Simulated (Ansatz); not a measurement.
# Tc of Na (Im-3m) from its phonons

Aim: the phonon-mediated transition temperature of Na (Im-3m) at ambient pressure, over a range of μ*. The cell shown first is a relaxed one, from steps not shown here.

Method: DFT PBE, scalar-relativistic, plane waves, PseudoDojo norm-conserving pseudopotentials, in the first sound run; inputs show where later runs differ, in Ansatz 0.2.0.

### 1. The cell after earlier relaxation steps

Symmetry: Im-3m, No. 229, cubic system. The conventional cell has a = 4.201 Å, b = 4.201 Å, c = 4.201 Å, α = 90.00°, β = 90.00°, γ = 90.00°. Nearest to Na lie 8 Na at 3.64 Å.

### 2. Electron–phonon run: PseudoDojo files

The run that gives the couplings also evaluates McMillan's and Allen and Dynes's formulas and, where asked, the Eliashberg equations, over a range of μ*.

input.yaml

```yaml
crystal:
  lattice:
    - [-2.1007063591, 2.1007063591, 2.1007063591]
    - [2.1007063591, -2.1007063591, 2.1007063591]
    - [2.1007063591, 2.1007063591, -2.1007063591]
  atoms:
    - { symbol: Na, position: [0.0, 0.0, 0.0] }
kpoints:
  mp_grid: { grid: [12, 12, 12] }
hamiltonian:
  xc: pbe
  pseudopotentials: { kind: nc, accuracy: standard }
scf:
  occupations: { method: methfessel_paxton, width: 0.2 }
output:
  eigenvalues: true
phonons:
  method: dfpt
  qmesh: [4, 4, 4]
  temperatures: { t_max: 1000, t_step: 50 }
  qpath:
    path:
      - [[0.0, 0.0, 0.0], [0.5, -0.5, 0.5], [0.0, 0.0, 0.5], [0.0, 0.0, 0.0], [0.25, 0.25, 0.25], [0.5, -0.5, 0.5]]
      - [[0.25, 0.25, 0.25], [0.0, 0.0, 0.5]]
    npoints: 6
  electrical_resistivity:
    mesh: [20, 20, 20]
    temperatures: [20.0, 50.0, 80.0, 100.0, 150.0, 200.0, 273.0, 300.0, 400.0, 500.0, 600.0, 800.0]
  superconductivity: { mesh: [20, 20, 20], eliashberg_equations: false }
```

Command:

```bash
$ ansatz run input.yaml --threads 16 --pin off --max-ram 92160MiB --backend cuda --events-out ev --progress --plain --runs-dir out --max-vram 78GiB
```

Numbers of over 12 decimals in the logs are rounded to 6 here.

Output:

```text
Engine: ansatz 0.2.0, aarch64-unknown-linux-gnu
Pseudopotentials: kind: nc
Pseudopotential: Na, nc, valence charge 9, recommended cutoff 1197.300995 eV (normal), Na.nc.azcp (PseudoDojo's, or run here from an input of PseudoDojo's; its table is named by hamiltonian.pseudopotentials.accuracy)
Functional definition: PBE
  parameter kappa = 0.804
  parameter beta = 0.066725
  exchange = pbe_x(kappa = kappa, mu = beta*pi^2/3)
  correlation = pbe_c(beta = beta)
[...]
Crystal: 1 atoms, lattice volume = 37.081 Å³
Basis set: ecut = 1197.300995 eV, 3511 PW (Γ), exchange–correlation on 90×90×90 points (8 copies of the dense FFT grid, shifted against one another)
Bands: 9, of which v1, the nominal top of the filled ones, is band 5 counted from 1 (4 counted from 0)
Symmetry: 48 space group operations
k-points: 72 of 1728
Non-local potential: Na, projectors of the file, l = 0: 2, l = 1: 2
Initial density: superposition of atomic densities (chi_scale 0.1, normalization cell)
Initial wavefunctions: pseudopotential atomic-orbital guess
[...]
Functional: x = pbe(κ = 0.804, μ = 0.219515), c = pbe(β = 0.066725)
SCF iter   1: F=—  HF=-1243.943934 eV  |F-HF|=—  |Δ(HF+E_count)|=         —  Δρ=4.42e-3  dr2=1.19e-2  ethr=3.10e-3  ⟨swp⟩=4.4  Hψ=4396  notcnv=0
preconditioner: auto → Kerker (q_TF=auto, 2.155 Å⁻¹)  [metal: Δε(μ)=0.112 eV  Ē_g=7.856 eV  σ=0.200 eV  W_gap=0.45  n_scr=12 (ndim 8)  ℏωp=6.1 eV  f_vac=0.000  D(μ)=0.66/eV (n_scr^D=0)]
SCF iter   2: F=—  HF=-1243.942422 eV  |F-HF|=—  |Δ(HF+E_count)|=   1.51e-3  S|Δr|=    0.00e0  Δρ=2.79e-3  dr2=5.79e-3  ethr=1.32e-4  ⟨swp⟩=1.0  Hψ=1225  notcnv=0
[...]
SCF iter   8: F=-1243.941704 eV  HF=-1243.941704 eV  |F-HF|=2.27e-12  |Δ(HF+E_count)|=  1.91e-10  S|Δr|=    0.00e0  Δρ=1.06e-7  dr2=2.21e-12  ethr=1.00e-12  ⟨swp⟩=5.7  Hψ=2521  notcnv=0
SCF 1 converged in 8 iterations: F = -1243.941704 eV  dr2 = 2.21e-12
[...]
NSCF: frozen V_eff on 72 k-points, pencils in batches of 32, up to order 36
[...]
NSCF: frozen V_eff on 72 k-points
[...]
DFPT response loops at q = (0, 0, 0) (fractional): preconditioner auto → Kerker (q_TF=auto, 2.155 Å⁻¹) (partly filled bands, converged f_vac=0.000); β = 1.00, the filter's whole step (`scf.mixing.beta` (0.50) is not read by the response loops under this deck's `scf.mixing.preconditioner`; to damp them name `kerker` or `kerker_dos`, under which they read `scf.mixing.beta`, and type it under 1.00, their step now; both keys bind the ground state too); Anderson in place of MSR1; while a model of the screening serves, it and β = 1 on shorter waves in the place of filter and β
[...]
NSCF: frozen V_eff on 72 k-points
[...]
DFPT response loops at q = (0, 0, 0.25) (fractional): mixed as the last ones told, above
[...]
DFPT response loops at q = (0, 0, -0.5) (fractional): mixed as the last ones told, above
[...]
DFPT response loops at q = (0, 0.25, 0.25) (fractional): mixed as the last ones told, above
[...]
DFPT response loops at q = (0.25, 0.25, 0.25) (fractional): mixed as the last ones told, above
[...]
DFPT response loops at q = (0.25, 0.25, -0.25) (fractional): mixed as the last ones told, above
[...]
DFPT response loops at q = (0.25, -0.5, -0.5) (fractional): mixed as the last ones told, above
[...]
DFPT response loops at q = (-0.5, -0.5, -0.5) (fractional): mixed as the last ones told, above
[...]
SCF iter   1: F=—  HF=-1243.943934 eV  |F-HF|=—  |Δ(HF+E_count)|=         —  Δρ=4.42e-3  dr2=1.19e-2  ethr=3.10e-3  ⟨swp⟩=4.4  Hψ=4396  notcnv=0
SCF iter   2: F=—  HF=-1243.942422 eV  |F-HF|=—  |Δ(HF+E_count)|=   1.51e-3  S|Δr|=    0.00e0  Δρ=2.79e-3  dr2=5.79e-3  ethr=1.32e-4  ⟨swp⟩=1.0  Hψ=1225  notcnv=0
SCF iter   3: F=—  HF=-1243.941599 eV  |F-HF|=—  |Δ(HF+E_count)|=   8.22e-4  S|Δr|=    0.00e0  Δρ=6.77e-4  dr2=2.92e-4  ethr=6.43e-5  ⟨swp⟩=1.3  Hψ=705  notcnv=0
SCF iter   4: F=—  HF=-1243.941680 eV  |F-HF|=—  |Δ(HF+E_count)|=   8.06e-5  S|Δr|=    0.00e0  Δρ=1.01e-4  dr2=2.65e-6  ethr=3.24e-6  ⟨swp⟩=1.8  Hψ=838  notcnv=0
SCF iter   5: F=—  HF=-1243.941704 eV  |F-HF|=—  |Δ(HF+E_count)|=   2.36e-5  S|Δr|=    0.00e0  Δρ=4.75e-5  dr2=2.91e-7  ethr=2.94e-8  ⟨swp⟩=2.4  Hψ=959  notcnv=0
[...]
SCF 2 converged in 8 iterations: F = -1243.941704 eV  dr2 = 2.24e-12
[...]
SCF converged after 8 iterations
[...]
Hall coefficient in a weak field at 50 K (a third of the trace): -2.379e-10 m³/C (as a tensor it moves by 0.5 % between the two finest meshes); by each state's relaxation time: -2.488e-10 m³/C; by a constant relaxation time: -2.313e-10 m³/C
  mean free path at 80 K (of a tensor a third of its trace): 177 nm by what each carries, 173 by the Fermi surface alone
  Hall coefficient in a weak field at 80 K (a third of the trace): -2.343e-10 m³/C (as a tensor it moves by 0.2 % between the two finest meshes); by each state's relaxation time: -2.377e-10 m³/C; by a constant relaxation time: -2.311e-10 m³/C
  mean free path at 100 K (of a tensor a third of its trace): 126 nm by what each carries, 125 by the Fermi surface alone
  Hall coefficient in a weak field at 100 K (a third of the trace): -2.329e-10 m³/C (as a tensor it moves by 0.2 % between the two finest meshes); by each state's relaxation time: -2.345e-10 m³/C; by a constant relaxation time: -2.311e-10 m³/C
  mean free path at 150 K (of a tensor a third of its trace): 75.1 nm by what each carries, 74.6 by the Fermi surface alone
  Hall coefficient in a weak field at 150 K (a third of the trace): -2.314e-10 m³/C (as a tensor it moves by 0.2 % between the two finest meshes); by each state's relaxation time: -2.320e-10 m³/C; by a constant relaxation time: -2.311e-10 m³/C
  mean free path at 200 K (of a tensor a third of its trace): 54.2 nm by what each carries, 53.9 by the Fermi surface alone
  Hall coefficient in a weak field at 200 K (a third of the trace): -2.311e-10 m³/C (as a tensor it moves by 0.2 % between the two finest meshes); by each state's relaxation time: -2.315e-10 m³/C; by a constant relaxation time: -2.312e-10 m³/C
  mean free path at 273 K (of a tensor a third of its trace): 38.8 nm by what each carries, 38.6 by the Fermi surface alone
  Hall coefficient in a weak field at 273 K (a third of the trace): -2.310e-10 m³/C (as a tensor it moves by 0.3 % between the two finest meshes); by each state's relaxation time: -2.313e-10 m³/C; by a constant relaxation time: -2.312e-10 m³/C
  mean free path at 300 K (of a tensor a third of its trace): 35.1 nm by what each carries, 35.0 by the Fermi surface alone
  Hall coefficient in a weak field at 300 K (a third of the trace): -2.310e-10 m³/C (as a tensor it moves by 0.4 % between the two finest meshes); by each state's relaxation time: -2.313e-10 m³/C; by a constant relaxation time: -2.312e-10 m³/C
  mean free path at 400 K (of a tensor a third of its trace): 26.1 nm by what each carries, 26.0 by the Fermi surface alone
  Hall coefficient in a weak field at 400 K (a third of the trace): -2.310e-10 m³/C (as a tensor it moves by 0.4 % between the two finest meshes); by each state's relaxation time: -2.313e-10 m³/C; by a constant relaxation time: -2.313e-10 m³/C
  mean free path at 500 K (of a tensor a third of its trace): 20.8 nm by what each carries, 20.7 by the Fermi surface alone
  Hall coefficient in a weak field at 500 K (a third of the trace): -2.311e-10 m³/C (as a tensor it moves by 0.5 % between the two finest meshes); by each state's relaxation time: -2.314e-10 m³/C; by a constant relaxation time: -2.313e-10 m³/C
  mean free path at 600 K (of a tensor a third of its trace): 17.2 nm by what each carries, 17.2 by the Fermi surface alone
  Hall coefficient in a weak field at 600 K (a third of the trace): -2.312e-10 m³/C (as a tensor it moves by 0.5 % between the two finest meshes); by each state's relaxation time: -2.314e-10 m³/C; by a constant relaxation time: -2.314e-10 m³/C
  mean free path at 800 K (of a tensor a third of its trace): 12.9 nm by what each carries, 12.8 by the Fermi surface alone
  Hall coefficient in a weak field at 800 K (a third of the trace): -2.313e-10 m³/C (as a tensor it moves by 0.6 % between the two finest meshes); by each state's relaxation time: -2.314e-10 m³/C; by a constant relaxation time: -2.314e-10 m³/C
  the resistivity times a path that all electrons share, by the Fermi surface of the deck's mesh alone (a third of the trace): 1.417e-15 Ω·m²
  not converged in the mesh (λ; λ_tr; the resistivity at 20 K by 14.31 %; the resistivity at 50 K by 8.64 %; the resistivity at 80 K by 7.94 %; the resistivity at 100 K by 7.77 %; the resistivity at 150 K by 7.60 %; the resistivity at 200 K by 7.54 %; the resistivity at 273 K by 7.48 %; the resistivity at 300 K by 7.47 %; the resistivity at 400 K by 7.41 %; the resistivity at 500 K by 7.35 %; the resistivity at 600 K [...]
  vibrations of 64 cells: unjudged by the run; compare a larger repeat
  the changes of the potential over all sites missed a rigid shift's by 0.00 % (the site terms' by 0.00 %)
  at the force constants' own smearing the fine mesh and the k-points of their solves give squared frequencies that differ by 5.6 % of the larger at the most, at (0, 0, 0.25)
--- Superconductivity: potentials and phonons of a 4×4×4 supercell ---
  pairing by harmonic phonons, in the closed forms alone; spin fluctuations are left out, and so is spin–orbit coupling
           mesh         λ    ħω_log (meV)  μ* declared at (meV)
       20×20×20    0.1937          11.061               12.363
       10×10×10    0.2020          11.192               12.397
          5×5×5    0.1875          11.830               12.720
  λ by the species' shares of the modes' patterns: Na 0.1937
  transition temperature on the deck's mesh (K), isotropic and anisotropic, restricted to the Fermi surface (FSR) and over the full bandwidth (FBW), and the last with the density of states resolved in a narrower window:
        μ*   McMillan   Allen–Dynes      iso. FSR      iso. FBW    aniso. FSR    aniso. FBW  narrow window
      0.08      0.001         0.001             -             -             -             -              -
      0.10      0.000         0.000             -             -             -             -              -
      0.12      0.000         0.000             -             -             -             -              -
      0.13      0.000         0.000             -             -             -             -              -
      0.14      0.000         0.000             -             -             -             -              -
      0.16      0.000         0.000             -             -             -             -              -
      0.20          -             -             -             -             -             -              -
  not judged without the Eliashberg equations: between neighbouring meshes, the two finest first, λ moves by 4.32 % and 7.21 %
  vibrations of 64 cells: unjudged by the run; compare a larger repeat
  the changes of the potential over all sites missed a rigid shift's by 0.00 % (the site terms' by 0.00 %)
  at the force constants' own smearing the fine mesh and the k-points of their solves give squared frequencies that differ by 5.6 % of the larger at the most, at (0, 0, 0.25)
```

Run time: 26 s. Hardware: 1 × NVIDIA GB200 with 16 threads of Arm Neoverse V2, shared host; peak memory 3.9 GiB; 3.6 min of CPU time.

The column dr2 measures how far the density is from self-consistency, as an energy; F and HF (Harris–Foulkes) agree once it is small.

This step gave:

```yaml
volume_per_atom: 37.08 Å³/atom
metallic_on_mesh: yes
gap_on_the_k_mesh: 0 eV
zero_point_energy: 0.01580 eV/cell
share_of_imaginary_modes_in_the_plain_interpolation_between_solved_wavevectors: 0
highest_frequency_solved_or_plainly_interpolated: 126.8 cm⁻¹
debye_temperature_second_moment: 167 K
resistivity_at_300_k: 4.05 μΩ cm
coupling_constant_lambda: 0.1937
density_of_states_at_the_fermi_level: 0.2368 states/eV a spin and cell
log_mean_phonon_energy_omega_log: 11.06 meV
transport_coupling_constant_lambda_tr: 0.1227, 0.1227, 0.1227 (xx, yy, zz)
drude_plasma_energy: 5.98, 5.98, 5.98 eV (xx, yy, zz)
resistivity_times_mean_free_path: 14.17, 14.17, 14.17 × 10⁻¹⁶ Ω m² (xx, yy, zz)
second_moment_phonon_energy_omega: 12.36 meV
coupling_lambda_by_branch: 0.0421, 0.0259, 0.126 (branches by rank of frequency)
```

An empty cell: under 1 mK by a formula, or no transition down to the floor of the Eliashberg search. Transition temperatures:

```csv
μ*,McMillan Tc (K),Allen–Dynes Tc (K)
0.08,-,-
0.1,-,-
0.12,-,-
0.13,-,-
0.14,-,-
0.16,-,-
0.2,-,-
```

### 3. Resistivity: finite displacements

Finite displacements in a supercell are the other road to force constants and couplings; here with the base functional.

This step: DFT PBE, scalar-relativistic, plane waves, PAW; PAW set soft_1 (Ansatz 0.2.0).

input.yaml: that of step 2 with these lines changed.

```diff
@@ -2,5 +2,5 @@
   lattice:
-    - [-2.1007063591, 2.1007063591, 2.1007063591]
-    - [2.1007063591, -2.1007063591, 2.1007063591]
-    - [2.1007063591, 2.1007063591, -2.1007063591]
+    - [-2.0969075415, 2.0969075415, 2.0969075415]
+    - [2.0969075415, -2.0969075415, 2.0969075415]
+    - [2.0969075415, 2.0969075415, -2.0969075415]
   atoms:
@@ -11,3 +11,3 @@
   xc: pbe
-  pseudopotentials: { kind: nc, accuracy: standard }
+  pseudopotentials: { kind: paw, azcp: { folder: soft_1 } }
 scf:
@@ -17,4 +17,4 @@
 phonons:
-  method: dfpt
-  qmesh: [4, 4, 4]
+  method: fd
+  supercell: [4, 4, 4]
   temperatures: { t_max: 1000, t_step: 50 }
```

Output:

```text
[...]
Crystal: 64 atoms, lattice volume = 2360.358 Å³
Basis set: ecut = 420 eV, 46049 PW (Γ), exchange–correlation on 200×200×200 points (8 copies of the dense FFT grid, shifted against one another)
Bands: 576, of which v1, the nominal top of the filled ones, is band 288 counted from 1 (287 counted from 0)
Symmetry: 3072 space group operations
k-points: 4 of 27
[...]
SCF iter   1: F=—  HF=-95130.550449 eV  |F-HF|=—  |Δ(HF+E_count)|=         —  Δρ=1.10e-8  dr2=1.07e-12  ethr=1.00e-12  ⟨swp⟩=3.0  Hψ=5001  notcnv=0
[...]
SCF iter   2: F=-95130.550449 eV  HF=-95130.550449 eV  |F-HF|=1.16e-10  |Δ(HF+E_count)|=  1.02e-10  S|Δr|=    0.00e0  Δρ=4.88e-9  dr2=2.57e-13  ethr=1.00e-12  ⟨swp⟩=2.0  Hψ=3486  notcnv=0
SCF 1 converged in 2 iterations: F = -95130.550449 eV  dr2 = 2.57e-13
[...]
Symmetry: 8 space group operations
k-points: 6 of 27 (time reversal used)
[...]
iter 1 solved again at ethr=8.36e-10 eV; its pass at ethr=3.10e-3 eV (dr2=4.81e-6 eV) is discarded
[...]
SCF iter   7: F=-95130.550447 eV  HF=-95130.550447 eV  |F-HF|=2.91e-11  |Δ(HF+E_count)|=  1.46e-11  S|Δr|=    0.00e0  Δρ=6.19e-9  dr2=1.12e-12  ethr=1.00e-12  ⟨swp⟩=4.8  Hψ=8815  notcnv=0
SCF 2 converged in 7 iterations: F = -95130.550447 eV  dr2 = 1.12e-12
[...]
Crystal: 1 atoms, lattice volume = 36.881 Å³
Basis set: ecut = 420 eV, 683 PW (Γ), exchange–correlation on 50×50×50 points (8 copies of the dense FFT grid, shifted against one another)
Bands: 9, of which v1, the nominal top of the filled ones, is band 5 counted from 1 (4 counted from 0)
[...]
SCF iter   1: F=—  HF=-1486.416865 eV  |F-HF|=—  |Δ(HF+E_count)|=         —  Δρ=4.31e-3  dr2=1.20e-2  ethr=3.10e-3  ⟨swp⟩=4.7  Hψ=4046  notcnv=0
[...]
SCF iter   7: F=—  HF=-1486.414851 eV  |F-HF|=—  |Δ(HF+E_count)|=   1.12e-8  S|Δr|=    0.00e0  Δρ=1.37e-6  dr2=4.34e-10  ethr=1.82e-10  ⟨swp⟩=2.0  Hψ=905  notcnv=0
[...]
SCF 3 converged in 8 iterations: F = -1486.414851 eV  dr2 = 5.02e-12
[...]
SCF converged after 2 iterations
[...]
vibrations of 64 cells: unjudged by the run; compare a larger repeat
[...]
--- Superconductivity: potentials and phonons of a 4×4×4 supercell ---
[...]
mesh         λ    ħω_log (meV)  μ* declared at (meV)
       20×20×20    0.1906          11.132               12.445
       10×10×10    0.1988          11.263               12.478
          5×5×5    0.1844          11.905               12.805
  λ by the species' shares of the modes' patterns: Na 0.1906
[...]
0.08      0.001         0.001             -             -             -             -              -
      0.10      0.000         0.000             -             -             -             -              -
      0.12      0.000         0.000             -             -             -             -              -
      0.13      0.000         0.000             -             -             -             -              -
      0.14      0.000         0.000             -             -             -             -              -
      0.16      0.000         0.000             -             -             -             -              -
      0.20          -             -             -             -             -             -              -
[...]
vibrations of 64 cells: unjudged by the run; compare a larger repeat
[...]
```

Run time: 17 s. Hardware: 1 × NVIDIA GB200 with 16 threads; peak memory 3.7 GiB; 2.3 min of CPU time.

This step gave:

* volume per atom: 36.88 Å³/atom
* zero-point energy: 0.01589 eV/cell
* highest frequency, solved or plainly interpolated: 127.7 cm⁻¹
* Debye temperature (second moment): 168 K
* resistivity at 300 K: 3.953 μΩ cm
* coupling constant λ: 0.1906
* density of states at the Fermi level: 0.2362 states/eV a spin and cell
* log mean phonon energy ħω_log: 11.13 meV
* transport coupling constant λ_tr: 0.1203, 0.1203, 0.1203 (xx, yy, zz)
* Drude plasma energy: 5.992, 5.992, 5.992 eV (xx, yy, zz)
* resistivity times mean free path: 14.12, 14.12, 14.12 × 10⁻¹⁶ Ω m² (xx, yy, zz)
* second-moment phonon energy ħω₂: 12.45 meV
* coupling λ by branch: 0.0412, 0.0253, 0.124 (branches by rank of frequency)

An empty cell: under 1 mK by a formula, or no transition down to the floor of the Eliashberg search. Transition temperatures:

```csv
μ*,McMillan Tc (K),Allen–Dynes Tc (K)
0.08,-,-
0.1,-,-
0.12,-,-
0.13,-,-
0.14,-,-
0.16,-,-
0.2,-,-
```

(Continued in part 2 of 2.)

[Logs are printed without paths, hosts, clocks, repeated set-up lines and the standing remarks that a program may print on its own settings, such as how far it seeks lower states.]

[Hosts, paths, dates, database ids (printed as entryN), source tags and the programs' standing remarks are cut or masked in the printed files.]
